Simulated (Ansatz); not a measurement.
# Band gap of MoSSe/WS2 (van der Waals superlattice) (P3m1) from density functionals to GW

Wanted: a ladder of band gaps for MoSSe/WS2 (van der Waals superlattice) (P3m1), from density functionals to G0W0.

Main program and level: Ansatz 0.2.0; density functionals, hybrids and G0W0, plane waves, PAW.

The structure was built from a prototype and need not be the compound's stable phase.

## Step 1: Starting point

Symmetry: P3m1, No. 156, trigonal system. The conventional cell has a = 3.147 Å, b = 3.147 Å, c = 11.795 Å, α = 90.00°, β = 90.00°, γ = 120.00°. Nearest to Mo lie 3 S at 2.38 Å and 3 Se at 2.50 Å. S has 3 Mo at 2.38 Å nearest. Se has 3 Mo at 2.50 Å nearest. Nearest to W lie 6 S at 2.39 Å. Nearest to S lie 3 W at 2.39 Å. Nearest to S lie 3 W at 2.39 Å. It derives from Mo1S1Se1. Farther neighbours and most contacts between anions are not listed.

The structure was relaxed with PBEsol-D3(BJ). The runs that relaxed it are not among those shown. Spin-orbit coupling is left out unless a step names it.

The logs state that the PAW files were generated under PBE.

## Step 2: PBEsol on the 12×12×2 mesh

Levels along a band path and on the mesh show where this functional puts the band edges.

This step: DFT, PBEsol, plane waves, PAW; PAW set soft_1.

Contents of input.yaml:

```yaml
crystal:
  lattice:
    - [3.1465192881, 0.0, 0.0]
    - [-1.573259644, 2.724965637, 0.0]
    - [0.0, 0.0, 11.7951878716]
  atoms:
    - { symbol: Mo, position: [0.3333333333, 0.6666666667, 0.260223358] }
    - { symbol: S, position: [0.6666666667, 0.3333333333, 0.3902662223] }
    - { symbol: Se, position: [0.6666666667, 0.3333333333, 0.1150677766] }
    - { symbol: W, position: [0.0, 0.0, 0.7488498471] }
    - { symbol: S, position: [0.3333333333, 0.6666666667, 0.880967243] }
    - { symbol: S, position: [0.3333333333, 0.6666666667, 0.6165968216] }
kpoints:
  mp_grid: { grid: [12, 12, 2] }
  band_path:
    path:
      - [[0.0, 0.0, 0.0], [0.5, 0.0, 0.0], [0.33333333, 0.33333333, 0.0], [0.0, 0.0, 0.0], [0.0, 0.0, 0.5], [0.5, 0.0, 0.5], [0.33333333, 0.33333333, 0.5], [0.0, 0.0, 0.5]]
      - [[0.5, 0.0, 0.5], [0.5, 0.0, 0.0]]
      - [[0.33333333, 0.33333333, 0.5], [0.33333333, 0.33333333, 0.0]]
    npoints: 10
hamiltonian:
  xc: pbesol
  pseudopotentials: { kind: paw, azcp: { folder: soft_1 }, xc_functional: pbe }
scf:
  occupations: { method: fermi_dirac, width: 0.02 }
  n_extra_bands: 6
output:
  eigenvalues: true
  forces: true
  stress: true
  write_density: true
  write_potential: true
  elf: true
  volumetric_format: npy
```

On the command line:

```console
> ansatz run input.yaml --threads 2 --pin off --max-ram 92160MiB --backend cuda --events-out ev --progress --plain --runs-dir out --devices 1 --max-vram 13GiB
```

Numbers of over 12 decimals in the logs are rounded to 6 here.

The log of the run:

```text
scf.n_extra_bands = 6 over 31 filled bands (N_el = 62.0): the run solves 37 bands
GPUs: using 1 of 1 available (devices: 1).
Engine: ansatz 0.2.0, x86_64-unknown-linux-gnu
Pseudopotentials: kind: paw
Pseudopotential: Mo, paw, valence charge 14, recommended cutoff 420 eV (normal), soft_1/Mo.paw.azcp
Pseudopotential: S, paw, valence charge 6, recommended cutoff 420 eV (normal), soft_1/S.paw.azcp
Pseudopotential: Se, paw, valence charge 16, recommended cutoff 420 eV (normal), soft_1/Se.paw.azcp
Pseudopotential: W, paw, valence charge 14, recommended cutoff 420 eV (normal), soft_1/W.paw.azcp
Functional definition: PBEsol
  exchange = pbesol_x
  correlation = pbesol_c
device memory: the entry about to start is reckoned to put 2.8 GiB on a device that reports 64.5 GiB free (of which the cap on the GPU budget leaves the run 13.0 GiB)
GPU FFT provider: cuFFT
GPU libraries: cuBLAS 13.8.2, cuFFT 12.4.0, cuSOLVER 12.3.4
Crystal: 6 atoms, lattice volume = 101.134 Å³
Basis set: ecut = 420 eV, 1971 PW (Γ), exchange–correlation on 48×48×160 points (8 copies of the dense FFT grid, shifted against one another)
Bands: 37, of which v1, the nominal top of the filled ones, is band 31 counted from 1 (30 counted from 0)
Symmetry: 6 space group operations
Space group: P3m1 (ITA 156), of the structure as read, at distance tolerance 4.7e-5 Å
k-points: 38 of 288 (time reversal used)
Non-local potential: Mo, projectors of the file, l = 0: 3, l = 1: 2, l = 2: 2, l = 3: 1
Non-local potential: S, projectors of the file, l = 0: 2, l = 1: 2, l = 2: 1
Non-local potential: Se, projectors of the file, l = 0: 2, l = 1: 2, l = 2: 3, l = 3: 1
Non-local potential: W, projectors of the file, l = 0: 3, l = 1: 2, l = 2: 2, l = 3: 1
PAW form: soft (Blöchl's): semilocal exchange-correlation on the pseudo side does not see the compensation charge
PAW frozen core: Mo, regenerated for the run's functional, and the local potential with it (the file was generated under x = pbe(κ = 0.804, μ = 0.219515), c = pbe(β = 0.066725))
PAW frozen core: S, regenerated for the run's functional, and the local potential with it (the file was generated under x = pbe(κ = 0.804, μ = 0.219515), c = pbe(β = 0.066725))
PAW frozen core: Se, regenerated for the run's functional, and the local potential with it (the file was generated under x = pbe(κ = 0.804, μ = 0.219515), c = pbe(β = 0.066725))
PAW frozen core: W, regenerated for the run's functional, and the local potential with it (the file was generated under x = pbe(κ = 0.804, μ = 0.219515), c = pbe(β = 0.066725))
PAW one-centre angular grid: Mo, 590 points (default); XC on 64 Gauss nodes
PAW one-centre angular grid: S, 110 points (default); XC on 64 Gauss nodes
PAW one-centre angular grid: Se, 590 points (default); XC on 64 Gauss nodes
PAW one-centre angular grid: W, 590 points (default); XC on 64 Gauss nodes
Initial density: superposition of atomic densities (chi_scale 0.1, normalization cell, long waves kept (reshape's long-wave potential 0.70 eV rms))
Initial wavefunctions: pseudopotential atomic-orbital guess
GPU buffer pool allocated for 46080 grid points (all kernels)
GPU transforms: local potential and band sums: pruned to the plane-wave sphere, on 24×24×80
Functional: x = pbesol(κ = 0.804, μ = 0.123457), c = pbesol(β = 0.046)
SCF iter   1: F=—  HF=-23240.874388 eV  |F-HF|=—  |Δ(HF+E_count)|=         —  Δρ=4.83e-2  dr2=9.91e0  ethr=3.10e-3  ⟨swp⟩=9.3  Hψ=7145  notcnv=0
preconditioner: auto → Resta (q_TF=auto, 2.515 Å⁻¹)  ε∞=8.2  [insulator: Δε(μ)=0.113 eV  Ē_g=8.253 eV  σ=0.020 eV  W_gap=0.55  n_scr=26 (ndim 8)  ℏωp=22.2 eV  f_vac=0.000  D(μ)=2.19/eV (n_scr^D=6)  ε∞_Penn≈8.2]
SCF iter   2: F=—  HF=-23239.651016 eV  |F-HF|=—  |Δ(HF+E_count)|=    1.22e0  Δρ=2.71e-2  dr2=2.72e0  ethr=3.10e-3  ⟨swp⟩=2.9  Hψ=2464  notcnv=0  defer=19
SCF iter   3: F=—  HF=-23239.117962 eV  |F-HF|=—  |Δ(HF+E_count)|=   5.33e-1  Δρ=5.26e-3  dr2=1.49e-1  ethr=3.10e-3  ⟨swp⟩=3.1  Hψ=3198  notcnv=0  defer=38
SCF iter   4: F=—  HF=-23239.096262 eV  |F-HF|=—  |Δ(HF+E_count)|=   2.17e-2  Δρ=1.91e-3  dr2=2.30e-2  ethr=2.40e-4  ⟨swp⟩=3.8  Hψ=3050  notcnv=0  defer=19
SCF iter   5: F=—  HF=-23239.091954 eV  |F-HF|=—  |Δ(HF+E_count)|=   4.31e-3  Δρ=6.46e-4  dr2=2.19e-3  ethr=3.71e-5  ⟨swp⟩=3.6  Hψ=2238  notcnv=0  defer=19
SCF iter   6: F=—  HF=-23239.091492 eV  |F-HF|=—  |Δ(HF+E_count)|=   4.62e-4  Δρ=2.06e-4  dr2=2.25e-4  ethr=3.53e-6  ⟨swp⟩=2.2  Hψ=2721  notcnv=0  defer=19
SCF iter   7: F=—  HF=-23239.091443 eV  |F-HF|=—  |Δ(HF+E_count)|=   4.89e-5  Δρ=1.10e-4  dr2=3.67e-5  ethr=3.62e-7  ⟨swp⟩=2.0  Hψ=2648  notcnv=0  defer=19
SCF iter   8: F=—  HF=-23239.091549 eV  |F-HF|=—  |Δ(HF+E_count)|=   1.06e-4  Δρ=3.64e-5  dr2=3.01e-6  ethr=5.92e-8  ⟨swp⟩=2.0  Hψ=2469  notcnv=0  defer=19
SCF iter   9: F=—  HF=-23239.091550 eV  |F-HF|=—  |Δ(HF+E_count)|=   1.11e-7  Δρ=9.02e-6  dr2=1.13e-7  ethr=4.86e-9  ⟨swp⟩=2.0  Hψ=1887  notcnv=0  defer=19
SCF iter  10: F=-23239.091550 eV  HF=-23239.091550 eV  |F-HF|=1.68e-9  |Δ(HF+E_count)|=   4.51e-8  Δρ=2.16e-6  dr2=8.25e-9  ethr=1.61e-10  ⟨swp⟩=14.7  Hψ=11357  notcnv=0
SCF 1 converged in 10 iterations: F = -23239.091550 eV  dr2 = 8.25e-9
[...]
device memory: the entry about to start is reckoned to put 1.3 GiB on a device that reports 65.2 GiB free (of which the cap on the GPU budget leaves the run 13.0 GiB)
NSCF: frozen V_eff on 93 k-points
SCF converged after 10 iterations
Free energy (F): -23239.091550 eV
Harris-Foulkes:  -23239.091550 eV  (|F-HF|=1.68e-9)
Internal energy: -23239.091550 eV  (E = F + TS)
E sigma→0 (E₀):  -23239.091550 eV
Entropy (-TS):   -0.000000 eV (-0.000 meV/atom)
Fermi energy:    13.554983 eV
--- Per-component energies (eV) ---
  E_band       = -603.051059
  E_kinetic    = 1279.898132
  E_local      = -6397.334518  (includes V_loc(G=0)·N_el)
  E_nonlocal   = -120.761774
  E_hartree    = 2986.085218
  E_xc         = -793.746405
  E_vxc        = -793.812570  (∫ρ·V_xc dr)
  E_paw        = -15468.632073  (= ΣΔE_a)
  E_vpaw       = -543.209471  (= ΣTr[D̂ρ^β])
  E_aug_tail   = -0.000165  (compensation charges beyond the density's cutoff)
  E_ewald      = -4726.225422
  E_core_change = 1.625458  (= ΣΔE_core)
  E_smearing   = -0.000000  (= −TS)
  E_closure    = 0.000000  (closes the sum)
  Σ components = -23239.091550   (vs F -23239.091550, Δ=0.00e0)
--- Forces (eV/Å), atoms counted from 1 ---
  atom   1  Mo    -0.00000000    -0.00000000    -0.00543498
  atom   2  S      0.00000000    -0.00000000    -0.00862784
  atom   3  Se     0.00000000    -0.00000000     0.01142850
  atom   4  W     -0.00000000     0.00000000     0.00405065
  atom   5  S      0.00000000     0.00000000    -0.01716245
  atom   6  S      0.00000000     0.00000000     0.01573837
  max |Σ_I F_I| component: 7.74e-6 eV/Å
--- Stress (GPa, compression-positive) ---
        4.138406      -0.000000       0.000000
       -0.000000       4.138406      -0.000000
        0.000000      -0.000000       4.270677
  P = ⅓ Tr σ = 4.1825 GPa (41.825 kbar)
--- Band table (eV; the first three rows and the last of 38) ---
  k-point 0: bands = [... 27 lower, 11.3471, 11.5649, 12.2773, 13.3110, 15.2517, 15.2517, 15.4171, 15.4171, ... 2 higher]
  k-point 1: bands = [... 27 lower, 11.3458, 11.3458, 12.7880, 13.2226, 15.2476, 15.2476, 15.4102, 15.4102, ... 2 higher]
  k-point 2: bands = [... 27 lower, 11.1995, 11.6082, 12.3251, 13.0246, 15.2251, 15.2732, 15.2860, 15.3732, ... 2 higher]
  k-point 37: bands = [... 27 lower, 9.9694, 10.0452, 12.4017, 12.4461, 14.2932, 14.3122, 14.9097, 15.1414, ... 2 higher]
```

Run time: 7.5 s. Hardware: 1 × NVIDIA H100 80GB HBM3 (shared by 6 runs) with 2 threads of AMD EPYC 7R13 (Zen 3), shared host; peak memory 1 GiB; 9.1 s of CPU time.

Reading the cycles: dr2 is the Hartree energy of the density residual (eV), the measure of convergence; HF is the Harris–Foulkes estimate of the energy, which meets the free energy F at convergence.

This step gave:

| Quantity | Value |
| --- | --- |
| pressure | 4.182 GPa |
| filled bands | 31 |
| gap | 0.5084 eV |
| valence top at | Γ |
| conduction bottom at | k = (0.200, 0.200, 0.000) |
| least direct gap | 1.847 eV |

Over mesh and path the gap is 0.508 eV, from k = Γ to k = (0.200, 0.200, 0.000). The least direct gap found is 1.847 eV, at k = (0.333, 0.333, 0.500). The pressure in this cell is 4 GPa; the cell is kept.

## Step 3: PBEsol+SOC on the 12×12×2 mesh

This run has two-component orbitals with spin-orbit coupling.

This step: DFT, PBEsol with spin-orbit coupling, plane waves, PAW; PAW set soft_1.

Contents of input.yaml:

```yaml
crystal:
  lattice:
    - [3.1465192881, 0.0, 0.0]
    - [-1.573259644, 2.724965637, 0.0]
    - [0.0, 0.0, 11.7951878716]
  atoms:
    - { symbol: Mo, position: [0.3333333333, 0.6666666667, 0.260223358] }
    - { symbol: S, position: [0.6666666667, 0.3333333333, 0.3902662223] }
    - { symbol: Se, position: [0.6666666667, 0.3333333333, 0.1150677766] }
    - { symbol: W, position: [0.0, 0.0, 0.7488498471] }
    - { symbol: S, position: [0.3333333333, 0.6666666667, 0.880967243] }
    - { symbol: S, position: [0.3333333333, 0.6666666667, 0.6165968216] }
kpoints:
  mp_grid: { grid: [12, 12, 2] }
  band_path:
    path:
      - [0.0, 0.0, 0.0]
      - [0.5, 0.0, 0.0]
      - [0.33333333, 0.33333333, 0.0]
      - [0.0, 0.0, 0.5]
      - [0.5, 0.0, 0.5]
      - [0.33333333, 0.33333333, 0.5]
      - [0.199999998, 0.199999998, 0.0]
    npoints: 1
hamiltonian:
  xc: pbesol
  pseudopotentials: { kind: paw_fr, azcp: { folder: soft_1 }, xc_functional: pbe }
scf:
  occupations: { method: fermi_dirac, width: 0.02 }
  n_extra_bands: 12
magnetization:
  noncollinear: true
  spin_orbit: true
output:
  eigenvalues: true
  forces: true
  stress: true
```

The log of the run:

```text
[...]
GPUs: using 1 of 1 available (devices: 1).
[...]
non-collinear run that drives no moment, with spin-orbit: no starting moment large enough to seed its density (crystal.atoms[].spin), no starting occupations that ask for one, no magnetisation constraint and no magnetic field, so the semilocal B_xc is pinned to zero
[...]
GPU FFT provider: cuFFT
GPU libraries: cuBLAS 13.8.2, cuFFT 12.4.0, cuSOLVER 12.3.4
Crystal: 6 atoms, lattice volume = 101.134 Å³
Basis set: ecut = 420 eV, 1971 PW (Γ), exchange–correlation on 48×48×160 points (8 copies of the dense FFT grid, shifted against one another)
Bands: 74, of which v1, the nominal top of the filled ones, is band 62 counted from 1 (61 counted from 0)
Symmetry: 6 space group operations + 6 with time reversal
[...]
k-points: 38 of 288 (time reversal used)
[...]
atom   2  S      0.00000000    -0.00000000    -0.00759105
  atom   3  Se     0.00000000    -0.00000000     0.00627086
  atom   4  W     -0.00000000     0.00000000     0.00303372
  atom   5  S      0.00000000     0.00000000    -0.01644840
  atom   6  S      0.00000000     0.00000000     0.01619255
  max |Σ_I F_I| component: 7.35e-5 eV/Å
--- Stress (GPa, compression-positive) ---
        4.113973      -0.000000       0.000000
       -0.000000       4.113973      -0.000000
        0.000000      -0.000000       4.283505
  P = ⅓ Tr σ = 4.1705 GPa (41.705 kbar)
--- Band table (eV; the first three rows and the last of 38) ---
  k-point 0: bands = [... 58 lower, 12.2749, 12.2749, 13.3226, 13.3226, 15.1838, 15.1838, 15.2575, 15.2575, ... 8 higher]
  k-point 1: bands = [... 58 lower, 12.7971, 12.7971, 13.2307, 13.2307, 15.1880, 15.1880, 15.2517, 15.2517, ... 8 higher]
  k-point 2: bands = [... 58 lower, 12.3121, 12.3343, 13.0355, 13.0359, 15.1343, 15.1564, 15.2254, 15.2516, ... 8 higher]
  k-point 37: bands = [... 58 lower, 12.2465, 12.3211, 12.4846, 12.6656, 14.2476, 14.2816, 14.3038, 14.3206, ... 8 higher]
[key lines of the parts left out:]
SCF converged after 15 iterations
Magnetization: |M| = 0.0000 μB,  M = (+0.0000, +0.0000, +0.0000) μB
Free energy (F): -23264.535523 eV
Fermi energy:    13.556520 eV
```

It took 16 s on 1 × NVIDIA H100 80GB HBM3 (shared by 6 runs) with 2 threads; peak memory 1.1 GiB; 19 s of CPU time.

Numbers from this step:

```yaml
pressure: 4.170 GPa
gap: 0.4481 eV
valence_top_at: Γ
conduction_bottom_at: k = (0.200, 0.200, 0.000)
least_direct_gap: 1.582 eV
```

Over mesh and listed points the gap is 0.448 eV, from k = Γ to k = (0.200, 0.200, 0.000). The least direct gap found is 1.582 eV, at k = (0.333, 0.333, 0.500). The pressure in this cell is 4 GPa; the cell is kept. PBEsol+SOC against PBEsol: 0.448 − 0.508 = −0.060 eV, with the same mesh, set of files (read in its fully relativistic form for the spin-orbit run) and cutoff, and both edges at the same k points. The spin-orbit run sees mesh and listed points alone, so its gap is an upper bound: the coupling can move an edge off these points, the more so as this crystal has no centre of inversion, and the change over the zone, its sign included where it is small, is not known.

## Step 4: HSE06 on the 6×6×2 mesh

HSE06 mixes in a quarter of exact exchange at short range.

This step: DFT, HSE06, plane waves, PAW; PAW set soft_1.

Edit input.yaml of step 3 so:

```diff
@@ -13,3 +13,3 @@
 kpoints:
-  mp_grid: { grid: [12, 12, 2] }
+  mp_grid: { grid: [6, 6, 2] }
   band_path:
@@ -25,13 +25,8 @@
 hamiltonian:
-  xc: pbesol
-  pseudopotentials: { kind: paw_fr, azcp: { folder: soft_1 }, xc_functional: pbe }
+  xc: hse06
+  pseudopotentials: { kind: paw, azcp: { folder: soft_1 } }
 scf:
-  occupations: { method: fermi_dirac, width: 0.02 }
-  n_extra_bands: 12
-magnetization:
-  noncollinear: true
-  spin_orbit: true
+  occupations: { method: fixed }
+  n_extra_bands: 6
 output:
   eigenvalues: true
-  forces: true
-  stress: true
```

The log of the run:

```text
[...]
GPUs: using 1 of 1 available (devices: 1).
[...]
davidson cushion auto → on  (no smearing: the cushion is to keep the highest requested band from converging to the state above it; pin scf.eigensolver.cushion to override)
[...]
GPU FFT provider: cuFFT
GPU libraries: cuBLAS 13.8.2, cuFFT 12.4.0, cuSOLVER 12.3.4
Crystal: 6 atoms, lattice volume = 101.134 Å³
Basis set: ecut = 420 eV, 1971 PW (Γ)
[...]
Fermi energy:    13.109153 eV
[...]
--- Band table (eV; the first three rows and the last of 14) ---
  k-point 0: bands = [... 27 lower, 10.9597, 11.2130, 11.8516, 13.1092, 15.7145, 15.7145, 15.8388, 15.8388, ... 2 higher]
  k-point 1: bands = [... 27 lower, 10.9580, 10.9580, 12.5184, 12.9788, 15.7056, 15.7056, 15.8513, 15.8513, ... 2 higher]
  k-point 2: bands = [... 27 lower, 10.5108, 11.2226, 11.6195, 12.0220, 14.9247, 15.3591, 15.6386, 15.8287, ... 2 higher]
  k-point 13: bands = [... 27 lower, 9.2656, 9.4083, 12.1610, 12.2010, 14.5534, 14.5869, 15.4017, 15.6544, ... 2 higher]
[key lines of the parts left out:]
Free energy (F): -23527.695494 eV
```

Elapsed: 37 s, on 1 × NVIDIA H100 80GB HBM3 (shared by 6 runs) with 2 threads; peak memory 1.4 GiB; 44 s of CPU time.

This step gave:

- gap: 1.024 eV
- valence top at: Γ
- conduction bottom at: k = (0.200, 0.200, 0.000)
- least direct gap: 2.352 eV
- exact-exchange fraction: 0.25

Over mesh and listed points the gap is 1.024 eV, from k = Γ to k = (0.200, 0.200, 0.000). The least direct gap found is 2.352 eV, at k = (0.333, 0.333, 0.500). On the 6×6×2 mesh alone the same run gives 1.047 eV, so that mesh misses an edge of HSE06: 1.047 − 1.024 = +0.023 eV. HSE06 against PBEsol: 1.024 − 0.508 = +0.516 eV. The runs also differ in mesh (12×12×2 and 6×6×2), so how much of this comes from the functional alone is not known. The program's warnings for this run: metallic iterate.

## Step 5: G0W0@PBEsol, 9×9×2 mesh, 421 empty bands, screening to 150 eV, PAW set soft_1 files

G0W0 replaces the xc potential by a self-energy built once from the orbitals of the start. Levels are corrected in the window of bands that the input names, at points of the mesh.

This step: G0W0 on PBEsol, plane waves, PAW; PAW set soft_1.

Contents of input.yaml:

```yaml
crystal:
  lattice:
    - [3.1465192881, 0.0, 0.0]
    - [-1.573259644, 2.724965637, 0.0]
    - [0.0, 0.0, 11.7951878716]
  atoms:
    - { symbol: Mo, position: [0.3333333333, 0.6666666667, 0.260223358] }
    - { symbol: S, position: [0.6666666667, 0.3333333333, 0.3902662223] }
    - { symbol: Se, position: [0.6666666667, 0.3333333333, 0.1150677766] }
    - { symbol: W, position: [0.0, 0.0, 0.7488498471] }
    - { symbol: S, position: [0.3333333333, 0.6666666667, 0.880967243] }
    - { symbol: S, position: [0.3333333333, 0.6666666667, 0.6165968216] }
kpoints:
  mp_grid: { grid: [9, 9, 2] }
hamiltonian:
  xc: pbesol
  pseudopotentials: { kind: paw, azcp: { folder: soft_1 }, xc_functional: pbe }
scf:
  occupations: { method: fixed }
gw:
  n_empty_bands: 421
  ecut_chi: 150.0
  qp_bands: [v2, c2]
  qp_kpoints: band_edges
  screening: { model: contour_deformation }
```

The log of the run:

```text
GPUs: using 1 of 1 available (devices: 1).
[...]
GPU FFT provider: cuFFT
GPU libraries: cuBLAS 13.8.2, cuFFT 12.4.0, cuSOLVER 12.3.4
Crystal: 6 atoms, lattice volume = 101.134 Å³
Basis set: ecut = 420 eV, 1971 PW (Γ)
Bands: 38, of which v1, the nominal top of the filled ones, is band 31 counted from 1 (30 counted from 0)
Symmetry: 6 space group operations
[...]
k-points: 24 of 162 (time reversal used)
[...]
1    33     15.2476   -13.6794    -4.2913   -18.2572  0.7584    15.5354    15.5342  root
[...]
23    30     12.4016   -19.0223     0.4024   -18.6576  0.7473    12.4394    12.4394  root
    23    31     12.4462   -19.0606     0.3682   -18.5746  0.7627    12.3283    12.3284  root
    23    32     14.2932   -15.7949    -3.8735   -19.9704  0.7623    14.5961    14.5951  root
    23    33     14.3121   -16.0610    -4.1446   -20.6376  0.7397    14.7469    14.7440  root
[key lines of the parts left out:]
SCF converged after 10 iterations
Free energy (F): -23239.091375 eV
Fermi energy:    13.310992 eV
```

It took 2.2 min on 1 × NVIDIA H100 80GB HBM3 (shared by 6 runs) with 2 threads; peak memory 2.4 GiB.

This step gave:

```
bands summed                                    : 452
RPA ε∞ on this mesh (eigenvalues)               : 9.028, 15.67, 15.67
plane waves in the screening matrix             : 413
G0W0 gap over the corrected points              : 1.009 eV
k of the valence top                            : 0, 0, 0
k of the conduction bottom                      : 0.1111, 0.2222, 0
starting gap on the mesh                        : 0.6087 eV
Z at the valence top                            : 0.7548
Z at the conduction bottom                      : 0.7609
least direct G0W0 gap over the corrected points : 2.156 eV
```

Over 17 of 24 irreducible mesh points the G0W0 gap is 1.009 eV, from k = Γ to k = (0.111, 0.222, 0.000). The PBEsol gap of this run on the mesh is 0.609 eV. The two states that bound the G0W0 gap lie that far apart at the start, so the correction of the gap is 1.009 − 0.609 = +0.400 eV. The program's warnings for this run: metallic iterate.

[end of part 1 of 2]

[Paths, hosts, dates, memory and timing lines, banners, echoed tables and standing remarks are left out of the program output.]

[Logs are printed without paths, hosts, clocks, repeated set-up lines and the standing remarks that a program may print on its own settings, such as how far it seeks lower states.]

[Runs of the session that timed out or met a known fault of the program may be left out.]

[Cells called generated may have been cut or substituted from an entry of the Crystallography Open Database or the Materials Project.]

[Hosts, paths, dates, database ids (printed as entryN), source tags and the programs' standing remarks are cut or masked in the printed files.]

[Where an RPA ε∞ is given, it is that of the G0W0 mesh and is not shown converged in it. Names of k-points follow the symmetry that the program found, which can be lower than the space group named. Band edges on a path are those of the sampled points; other points can move an edge, and change direct to indirect where valleys lie close.]

[Hybrid gaps are those of their k-mesh and are not shown converged in it.]
